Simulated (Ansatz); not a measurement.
# NaBe (hypothetical, Pm-3m): phonons against volume, part 2 of 3

Aim: how the vibrations of NaBe (hypothetical) shift with volume, and the expansion that follows. The crystal structure is hypothetical: it was made by swapping elements on a known structure type.

Ansatz 0.2.0; DFT PBEsol, scalar-relativistic, plane waves, PAW.

So far. Step 2 (A first coarse run): The start is under 3.2 GPa at this level and looks like a metal on this mesh. Step 5 (Relaxing to small residual forces and stress): The residual pressure is -0.0016 GPa, small enough for phonons.

### 6. Lattice dynamics at this volume, V/V0 1

Phonons at this volume give one point of F(V, T); meshes stay fixed along the series.

Input file input.yaml:

```yaml
crystal:
  lattice:
    - [3.3544755195, 0.0, 0.0]
    - [0.0, 3.3544755195, 0.0]
    - [0.0, 0.0, 3.3544755195]
  atoms:
    - { symbol: Be, position: [0.5, 0.5, 0.5] }
    - { symbol: Na, position: [0.0, 0.0, 0.0] }
kpoints:
  mp_grid: { grid: [12, 12, 12] }
hamiltonian:
  xc: pbesol
scf:
  occupations: { method: methfessel_paxton, width: 0.15 }
output:
  eigenvalues: true
phonons:
  method: dfpt
  qmesh: [4, 4, 4]
  temperatures: { t_max: 1000, t_step: 50 }
  qpath:
    path:
      - [[0.0, 0.0, 0.0], [0.0, 0.5, 0.0], [0.5, 0.5, 0.0], [0.0, 0.0, 0.0], [0.5, 0.5, 0.5], [0.0, 0.5, 0.0]]
      - [[0.5, 0.5, 0.5], [0.5, 0.5, 0.0]]
    npoints: 10
```

The run is started by

```
ansatz run input.yaml --threads 4 --pin off --max-ram 8192MiB --backend cpu --events-out ev --progress --plain --runs-dir out
```

Numbers of over 12 decimals in the logs are rounded to 6 here.

Output:

```text
[...]
Crystal: 2 atoms, lattice volume = 37.746 Å³
Basis set: ecut = 420 eV, 739 PW (Γ), exchange–correlation on 48×48×48 points (8 copies of the dense FFT grid, shifted against one another)
Bands: 10, of which v1, the nominal top of the filled ones, is band 6 counted from 1 (5 counted from 0)
Symmetry: 48 space group operations
k-points: 84 of 1728
[...]
SCF iter   1: F=—  HF=-1564.273817 eV  |F-HF|=—  |Δ(HF+E_count)|=         —  Δρ=2.37e-3  dr2=1.25e-3  ethr=1.77e-3  ⟨swp⟩=5.4  Hψ=5415  notcnv=0
[...]
SCF iter   8: F=-1564.272694 eV  HF=-1564.272694 eV  |F-HF|=6.82e-13  |Δ(HF+E_count)|=  4.71e-11  S|Δr|=    0.00e0  Δρ=4.43e-8  dr2=2.97e-13  ethr=1.00e-12  ⟨swp⟩=6.0  Hψ=3084  notcnv=0
SCF 1 converged in 8 iterations: F = -1564.272694 eV  dr2 = 2.97e-13
[...]
phonons: the bands overlap, so this run is a metal and interpolates without the dipole-dipole term. If the crystal is really an insulator or semiconductor, its LO-TO splitting is missing
NSCF: frozen V_eff on 84 k-points
WARN: eigensolver did not converge in 3 slots of this pass, the one above among them; of largest residual over every band (k=26): 1 band(s) unlocked (lowest unlocked band 9, counted from 0; max residual 5.58e-6 eV among the unlocked bands, 5.58e-6 eV over every band); of lowest unlocked band (k=25): band 9
[...]
DFPT response loops at q = (0, 0, 0) (fractional): preconditioner auto → Kerker (q_TF=auto, 2.221 Å⁻¹) (partly filled bands, converged f_vac=0.000); β = 1.00, the filter's whole step (`scf.mixing.beta` (0.50) is not read by the response loops under this deck's `scf.mixing.preconditioner`; to damp them name `kerker` or `kerker_dos`, under which they read `scf.mixing.beta`, and type it under 1.00, their step now; both keys bind the ground state too); Broyden in place of MSR1
[...]
SCF converged after 8 iterations
[...]
Free energy (F): -1564.272694 eV
[...]
Internal energy: -1564.273861 eV  (E = F + TS)
E sigma→0 (E₀):  -1564.272986 eV
Entropy (-TS):   0.001167 eV (0.584 meV/atom)
Fermi energy:    3.260883 eV
[...]
--- Band table (eV; the first three rows and the last of 84) ---
[...]
--- Phonons (Γ-DFPT): 2 representative perturbations + reference (Σ response iterations 6) ---
  ASR residual: 7.239e-5 → 0.000e0 eV/Å²; symmetrization residual: 7.411e-7 eV/Å²
  ASR residual per site (eV/Å²): 7.24e-5 6.45e-5
  Γ frequencies (cm⁻¹): 0.00 0.00 0.00 304.32 304.32 304.32
--- Phonons (arbitrary-q DFPT): 10 irreducible q on the 4×4×4 mesh ---
  q = [0.0000, 0.0000, 0.0000] (star 1, of the zone-centre solve; hermiticity 6.72e-7, symmetrization 5.80e-13): 0.00 0.00 0.00 304.32 304.32 304.32
  q = [0.0000, 0.0000, 0.2500] (star 6, 4 solved perturbations in 1848 linear systems a pass and spin channel, the states on 588 of 1728 k-point pairs; hermiticity 6.85e-7, symmetrization 9.63e-13): 12.19 108.68 108.68 237.89 296.11 296.11
[...]
q = [0.0000, 0.2500, -0.5000] (star 12, 6 solved perturbations on 588 of 1728 k-point pairs; hermiticity 7.01e-7, symmetrization 3.05e-9): -160.22 47.48 155.32 225.79 260.48 299.40
[...]
sum rule: each row above includes the acoustic sum rule's correction from the zone centre's row sums; it moved no ω² by more than (1.48 cm⁻¹)²
  mesh force constants: q→R imaginary residual 3.21e-18; ASR residual 7.239e-5 → 0.000e0 eV/Å²; symmetrization residual 3.109e-15 eV/Å²
  interpolated dispersion: 62 rows × 6 modes
  density of states and harmonic sums: on the 20×20×20 q-mesh, interpolated from the force constants of a 4×4×4 supercell (no non-analytic term)
  largest difference from the sums on the solved wave vectors: F 1.08e-1 eV, S 1.41e-4 and C_V 3.52e-5 eV/K
  zero-point energy: 0.059880 eV/cell   skipped modes (ω ≤ 0): 392, of them read as no rigid motion or as one in doubt: 389 (1.372e0 modes/cell left out, lowest -187.00 cm⁻¹)   left out of the sums: 2.29e-1 of the cell's modes: C_V's classical limit lies that fraction below 3 k_B per atom; for a crystal, a wire or a layer, F and S can be off by more, and a phonons.interpolated_qmesh denser along its periods is the remedy for the sampling
```

It took 70 s on 4 threads of Intel Xeon Platinum 8488C (Sapphire Rapids), shared host; peak memory 1.1 GiB.

Numbers from this step:

| Item | Value |
| --- | --- |
| Γ frequencies | 0, 0, 0, 304.3, 304.3, 304.3 cm⁻¹ (negative: imaginary) |
| lowest frequency on the path | -187.0 cm⁻¹ |
| point group | m-3m |
| highest frequency | 314.7 cm⁻¹ |

No LO-TO term. The phonon branches at the labelled points (cm⁻¹):

| point | branch 1 | branch 2 | branch 3 | branch 4 | branch 5 | branch 6 |
| --- | --- | --- | --- | --- | --- | --- |
| Γ | 0 | 0 | 0 | 304 | 304 | 304 |
| halfway | 12 | 109 | 109 | 238 | 296 | 296 |
| X | -93 | 159 | 159 | 199 | 286 | 286 |
| halfway | -160 | 48 | 155 | 226 | 260 | 299 |
| M | -187 | -187 | 151 | 257 | 257 | 315 |
| halfway | -114 | 134 | 166 | 186 | 265 | 297 |
| Γ | 0 | 0 | 0 | 304 | 304 | 304 |
| halfway | 42 | 42 | 130 | 233 | 244 | 244 |
| R | -23 | -23 | -23 | 205 | 205 | 205 |
| halfway | -156 | 79 | 172 | 184 | 223 | 260 |
| X | -93 | 159 | 159 | 199 | 286 | 286 |
| jump to R | -23 | -23 | -23 | 205 | 205 | 205 |
| halfway | -138 | -138 | 181 | 190 | 240 | 240 |
| M | -187 | -187 | 151 | 257 | 257 | 315 |

The phonon branches as a text plot (rows in cm⁻¹):

```
    304 |****      *****************                            *
    283 | ** ******           ***   ***               ****     *
    262 |         ************ *       *            ** *      ***
    242 |   *       **   **          ** ****      **  *     ***
    221 |    *     *       ** *        * *****   *****     *
    200 |     *****                          ******* ** **** *
    179 |                    *         *            *****   **
    158 |      ************  **      **               ****  * ***
    137 |     *            ***          *          *
    116 |   **     *          **    *                *     *
     95 |                  **  *                  *
     74 |  *                    *                   *
     53 | *                        *   * **      *
     32 |* *                     *  *** *                 *
     12 |** *                      *     **     *  *
     -9 |                        **
    -30 |    *                  *          ******         *
    -51 |     *                *             *  ***
    -72 |                                  **
    -93 |      ***  *     *   *                  *       * *
   -114 |                    *                    *     *   *
   -135 |         *  *     **                      *   *     *
   -156 |          *     **                         ***
   -177 |           ******                                    ***
         Γ      X      M          Γ            R        X|R     M
```

The phonon density of states has structure finer than the step of the table below, so its rows give means over 20 cm⁻¹, whole bins alone (the curve runs from -188 to 318 cm⁻¹). Peaks (cm⁻¹: height): -152.5: 0.0151, 157.5: 0.0409, 257.5: 0.0415, 287.5: 0.0379.

Tetrahedra on 20 20 20, mean over bins of 5 cm⁻¹. Phonon density of states against wavenumber; means over each step:

| wavenumber (cm⁻¹) | phonon density of states (1/cm⁻¹/cell) |
| --- | --- |
| -160 | 0.0121 |
| -140 | 0.0135 |
| -120 | 0.0112 |
| -100 | 0.00923 |
| -80 | 0.00679 |
| -60 | 0.00525 |
| -40 | 0.00336 |
| -20 | 0.00228 |
| 0 | 0.00168 |
| 20 | 0.00159 |
| 40 | 0.00198 |
| 60 | 0.00304 |
| 80 | 0.00507 |
| 100 | 0.00762 |
| 120 | 0.00961 |
| 140 | 0.0126 |
| 160 | 0.0317 |
| 180 | 0.0105 |
| 200 | 0.0190 |
| 220 | 0.0241 |
| 240 | 0.0263 |
| 260 | 0.0308 |
| 280 | 0.0275 |
| 300 | 0.0186 |

The modes has structure finer than the step of the table below, so its rows give means over 20 cm⁻¹, whole bins alone (the curve runs from -196 to 334 cm⁻¹). Peaks (cm⁻¹: height): Be -146.0: 0.0110, 260.3: 0.0177, 293.6: 0.0278; Na -146.0: 0.00388, 157.0: 0.0308, 257.0: 0.0207.

Phonopy on the run's constants, 17x17x17 mesh, Gaussian sigma 3.8 cm⁻¹. Table of modes by wavenumber; means over each step; values in 1/cm⁻¹/cell:

| wavenumber (cm⁻¹) | Be | Na |
| --- | --- | --- |
| -180 | 0.00330 | 0.00114 |
| -160 | 0.00899 | 0.00313 |
| -140 | 0.0101 | 0.00360 |
| -120 | 0.00797 | 0.00296 |
| -100 | 0.00650 | 0.00265 |
| -80 | 0.00522 | 0.00251 |
| -60 | 0.00310 | 0.00191 |
| -40 | 0.00169 | 0.00135 |
| -20 | 5.9e-4 | 6.6e-4 |
| 0 | 6.6e-4 | 3.4e-4 |
| 20 | 0.00127 | 9.0e-4 |
| 40 | 0.00132 | 9.9e-4 |
| 60 | 0.00107 | 0.00107 |
| 80 | 0.00241 | 0.00262 |
| 100 | 0.00410 | 0.00486 |
| 120 | 0.00320 | 0.00559 |
| 140 | 0.00389 | 0.0100 |
| 160 | 0.00353 | 0.0255 |
| 180 | 0.00268 | 0.0111 |
| 200 | 0.00538 | 0.0121 |
| 220 | 0.00904 | 0.0152 |
| 240 | 0.00999 | 0.0162 |
| 260 | 0.0153 | 0.0156 |
| 280 | 0.0214 | 0.00568 |
| 300 | 0.0166 | 0.00232 |
| 320 | 6.2e-4 | 1.1e-5 |

No LO-TO term. The modes at Γ (shares of kinetic energy by element, %):

| mode | frequency (cm⁻¹) | symmetry | Be % | Na % |
| --- | --- | --- | --- | --- |
| 1 | 0.0 | T1u | 28 | 72 |
| 2 | 0.0 | T1u | 28 | 72 |
| 3 | 0.0 | T1u | 28 | 72 |
| 4 | 304.3 | T1u | 72 | 28 |
| 5 | 304.3 | T1u | 72 | 28 |
| 6 | 304.3 | T1u | 72 | 28 |

Displacements in mode 5 (304.3 cm⁻¹), the largest set to 1:
```
Be1  0.00  1.00  0.34
Na2  0.00 -0.39 -0.13
```

The lowest solved frequency is -187 cm⁻¹, so the cell is unstable here and gives no valid free energy.

### 7. Single point at a scaled cell, V/V0 1.015

Symmetry fixes every atom, so a single point at the scaled cell gives the energy and pressure of this member.

The cell differs from the one that the last finished run ended in (a 3.354 → 3.371 Å, b 3.354 → 3.371 Å, c 3.354 → 3.371 Å).

input.yaml, the sections that differ from step 6:

```yaml
crystal:
  lattice:
    - [3.3711647271, 0.0, 0.0]
    - [0.0, 3.3711647271, 0.0]
    - [0.0, 0.0, 3.3711647271]
  atoms:
    - { symbol: Be, position: [0.5, 0.5, 0.5] }
    - { symbol: Na, position: [0.0, 0.0, 0.0] }
output:
  forces: true
  stress: true
  eigenvalues: true
# kpoints, hamiltonian, scf: as in step 6
# phonons: removed
```

Output:

```text
[...]
Crystal: 2 atoms, lattice volume = 38.312 Å³
Basis set: ecut = 420 eV, 739 PW (Γ), exchange–correlation on 48×48×48 points (8 copies of the dense FFT grid, shifted against one another)
Bands: 10, of which v1, the nominal top of the filled ones, is band 6 counted from 1 (5 counted from 0)
Symmetry: 48 space group operations
[...]
k-points: 84 of 1728
[...]
SCF iter   1: F=—  HF=-1564.273256 eV  |F-HF|=—  |Δ(HF+E_count)|=         —  Δρ=2.36e-3  dr2=1.33e-3  ethr=1.77e-3  ⟨swp⟩=5.5  Hψ=5404  notcnv=0
[...]
SCF iter   5: F=-1564.272009 eV  HF=-1564.272009 eV  |F-HF|=7.23e-8  |Δ(HF+E_count)|=   2.14e-7  S|Δr|=    0.00e0  Δρ=1.63e-5  dr2=4.83e-8  ethr=9.09e-10  ⟨swp⟩=5.6  Hψ=4059  notcnv=0
SCF 1 converged in 5 iterations: F = -1564.272009 eV  dr2 = 4.83e-8
[...]
SCF converged after 5 iterations
[...]
Free energy (F): -1564.272009 eV
[...]
Internal energy: -1564.273243 eV  (E = F + TS)
E sigma→0 (E₀):  -1564.272317 eV
Entropy (-TS):   0.001234 eV (0.617 meV/atom)
Fermi energy:    3.174006 eV
[...]
--- Stress (GPa, compression-positive) ---
       -0.381232       0.000000       0.000000
       -0.000000      -0.381232      -0.000000
        0.000000      -0.000000      -0.381232
  P = ⅓ Tr σ = -0.3812 GPa (-3.812 kbar)
--- Band table (eV; the first three rows and the last of 84) ---
[...]
```

Wall time 0.42 s (4 threads); peak memory 0.37 GiB.

This step gave:

* pressure: -0.3812 GPa
* volume per atom: 19.16 Å³

The run ends at a pressure of -0.38 GPa.

### 8. Phonons, V/V0 1.015

Phonons at this volume give one point of F(V, T); meshes stay fixed along the series.

input.yaml, the sections that differ from step 7:

```yaml
output:
  eigenvalues: true
phonons:
  method: dfpt
  qmesh: [4, 4, 4]
  temperatures: { t_max: 1000, t_step: 50 }
  qpath:
    path:
      - [[0.0, 0.0, 0.0], [0.0, 0.5, 0.0], [0.5, 0.5, 0.0], [0.0, 0.0, 0.0], [0.5, 0.5, 0.5], [0.0, 0.5, 0.0]]
      - [[0.5, 0.5, 0.5], [0.5, 0.5, 0.0]]
    npoints: 10
# crystal, kpoints, hamiltonian, scf: as in step 7
```

Output:

```text
[...]
Crystal: 2 atoms, lattice volume = 38.312 Å³
Basis set: ecut = 420 eV, 739 PW (Γ), exchange–correlation on 48×48×48 points (8 copies of the dense FFT grid, shifted against one another)
Bands: 10, of which v1, the nominal top of the filled ones, is band 6 counted from 1 (5 counted from 0)
Symmetry: 48 space group operations
k-points: 84 of 1728
[...]
Entropy (-TS):   0.001234 eV (0.617 meV/atom)
Fermi energy:    3.173968 eV
[...]
--- Band table (eV; the first three rows and the last of 84) ---
[...]
ASR residual: 8.200e-5 → 0.000e0 eV/Å²; symmetrization residual: 9.491e-7 eV/Å²
  ASR residual per site (eV/Å²): 8.20e-5 6.45e-5
  Γ frequencies (cm⁻¹): 0.00 0.00 0.00 298.62 298.62 298.62
--- Phonons (arbitrary-q DFPT): 10 irreducible q on the 4×4×4 mesh ---
[...]
interpolated dispersion: 62 rows × 6 modes
[...]
[key lines of the parts left out:]
SCF converged after 8 iterations
Free energy (F): -1564.272009 eV
```

Elapsed: 68 s, on 4 threads; peak memory 1.1 GiB.

No LO-TO term. Phonon branches along the path, in cm⁻¹:

| point | branch 1 | branch 2 | branch 3 | branch 4 | branch 5 | branch 6 |
| --- | --- | --- | --- | --- | --- | --- |
| Γ | 0 | 0 | 0 | 299 | 299 | 299 |
| halfway | -16 | 107 | 107 | 233 | 291 | 291 |
| X | -99 | 156 | 156 | 195 | 281 | 281 |
| halfway | -160 | 47 | 153 | 221 | 255 | 294 |
| M | -186 | -186 | 149 | 252 | 252 | 309 |
| halfway | -112 | 132 | 163 | 182 | 260 | 292 |
| Γ | 0 | 0 | 0 | 299 | 299 | 299 |
| halfway | 40 | 40 | 128 | 228 | 239 | 239 |
| R | -38 | -38 | -38 | 202 | 202 | 202 |
| halfway | -156 | 78 | 168 | 181 | 218 | 255 |
| X | -99 | 156 | 156 | 195 | 281 | 281 |
| jump to R | -38 | -38 | -38 | 202 | 202 | 202 |
| halfway | -138 | -138 | 178 | 186 | 234 | 234 |
| M | -186 | -186 | 149 | 252 | 252 | 309 |

The phonon branches as a text plot (rows in cm⁻¹):

```
    299 |****      *****************                            *
    278 | ** ******            **   ***               ****     *
    258 |         **************       *            ** *      ***
    237 |   *       ***  **          ** ****      **  *      **
    217 |    *     *       ** *        * *****   *****     **
    196 |     *****                          ******* ** ****
    175 |                    *         *            *****   **
    155 |      ************  **      **               ****    ***
    134 |     *            ***          *          *        *
    114 |   **     *          **    *                *
     93 |                  **  *                  *        *
     72 |  *                    *                   *
     52 | *                        *   * **      *
     31 |* *                     *  *** *
     10 |**                        *               *
    -10 |   *                    **      **               *
    -31 |                       *            ****
    -51 |    *                 *           ***  ***       *
    -72 |     *                            *
    -93 |      **   *     *   *             *    *       * *
   -113 |        *           *                    *     *   *
   -134 |         *  *     **                      *   *     *
   -155 |          *     **                         ***
   -175 |           ******                                    ***
         Γ      X      M          Γ            R        X|R     M
```

The lowest solved frequency is -186 cm⁻¹, so the cell is unstable here and gives no valid free energy. The highest zone-centre mode (no LO–TO term) moved by -1.9 % for a volume change of +1.5 %.

### 9. A cell at another volume, V/V0 0.985

Symmetry fixes every atom, so a single point at the scaled cell gives the energy and pressure of this member.

The cell differs from the one that the last finished run ended in (a 3.371 → 3.338 Å, b 3.371 → 3.338 Å, c 3.371 → 3.338 Å).

input.yaml, the sections that differ from step 8:

```yaml
crystal:
  lattice:
    - [3.3376185741, 0.0, 0.0]
    - [0.0, 3.3376185741, 0.0]
    - [0.0, 0.0, 3.3376185741]
  atoms:
    - { symbol: Be, position: [0.5, 0.5, 0.5] }
    - { symbol: Na, position: [0.0, 0.0, 0.0] }
output:
  forces: true
  stress: true
  eigenvalues: true
# kpoints, hamiltonian, scf: as in step 8
# phonons: removed
```

Output:

```text
[...]
Crystal: 2 atoms, lattice volume = 37.180 Å³
Basis set: ecut = 420 eV, 739 PW (Γ), exchange–correlation on 48×48×48 points (8 copies of the dense FFT grid, shifted against one another)
Bands: 10, of which v1, the nominal top of the filled ones, is band 6 counted from 1 (5 counted from 0)
Symmetry: 48 space group operations
[...]
k-points: 84 of 1728
[...]
Internal energy: -1564.273076 eV  (E = F + TS)
E sigma→0 (E₀):  -1564.272258 eV
Entropy (-TS):   0.001091 eV (0.545 meV/atom)
Fermi energy:    3.350529 eV
[...]
--- Stress (GPa, compression-positive) ---
        0.408859      -0.000000       0.000000
       -0.000000       0.408859       0.000000
        0.000000       0.000000       0.408859
  P = ⅓ Tr σ = 0.4089 GPa (4.089 kbar)
--- Band table (eV; the first three rows and the last of 84) ---
[...]
[key lines of the parts left out:]
SCF converged after 5 iterations
Free energy (F): -1564.271985 eV
```

Wall time 0.4 s (4 threads); peak memory 0.36 GiB; 1.1 s of CPU time.

The run ends at a pressure of 0.41 GPa.

### 10. Phonons, V/V0 0.985

The same q-mesh and k-mesh are kept at every volume, so that much of their error can cancel in the differences.

input.yaml, the sections that differ from step 9:

```yaml
output:
  eigenvalues: true
phonons:
  method: dfpt
  qmesh: [4, 4, 4]
  temperatures: { t_max: 1000, t_step: 50 }
  qpath:
    path:
      - [[0.0, 0.0, 0.0], [0.0, 0.5, 0.0], [0.5, 0.5, 0.0], [0.0, 0.0, 0.0], [0.5, 0.5, 0.5], [0.0, 0.5, 0.0]]
      - [[0.5, 0.5, 0.5], [0.5, 0.5, 0.0]]
    npoints: 10
# crystal, kpoints, hamiltonian, scf: as in step 9
```

Output:

```text
[...]
Crystal: 2 atoms, lattice volume = 37.180 Å³
Basis set: ecut = 420 eV, 739 PW (Γ), exchange–correlation on 48×48×48 points (8 copies of the dense FFT grid, shifted against one another)
Bands: 10, of which v1, the nominal top of the filled ones, is band 6 counted from 1 (5 counted from 0)
Symmetry: 48 space group operations
k-points: 84 of 1728
[...]
Entropy (-TS):   0.001091 eV (0.545 meV/atom)
Fermi energy:    3.350490 eV
[...]
--- Band table (eV; the first three rows and the last of 84) ---
[...]
ASR residual: 1.757e-4 → 0.000e0 eV/Å²; symmetrization residual: 6.809e-7 eV/Å²
  ASR residual per site (eV/Å²): 4.24e-5 1.76e-4
  Γ frequencies (cm⁻¹): 0.00 0.00 0.00 310.15 310.15 310.15
--- Phonons (arbitrary-q DFPT): 10 irreducible q on the 4×4×4 mesh ---
[...]
interpolated dispersion: 62 rows × 6 modes
[...]
[key lines of the parts left out:]
SCF converged after 7 iterations
Free energy (F): -1564.271985 eV
```

It took 66 s on 4 threads; peak memory 1.1 GiB; 4.2 min of CPU time.

The lowest solved frequency is -189 cm⁻¹, so the cell is unstable here and gives no valid free energy. The highest zone-centre mode (no LO–TO term) moved by +1.9 % for a volume change of -1.5 %.

(Part 2 of 3 ends here.)

[Logs are printed without paths, hosts, clocks, repeated set-up lines and the standing remarks that a program may print on its own settings, such as how far it seeks lower states.]

[Hosts, paths, dates, database ids (printed as entryN), source tags and the programs' standing remarks are cut or masked in the printed files.]

[A step with changed settings may run another functional than the one named; its input shows which.]

[Of the runs on displaced cells, only some may be shown.]
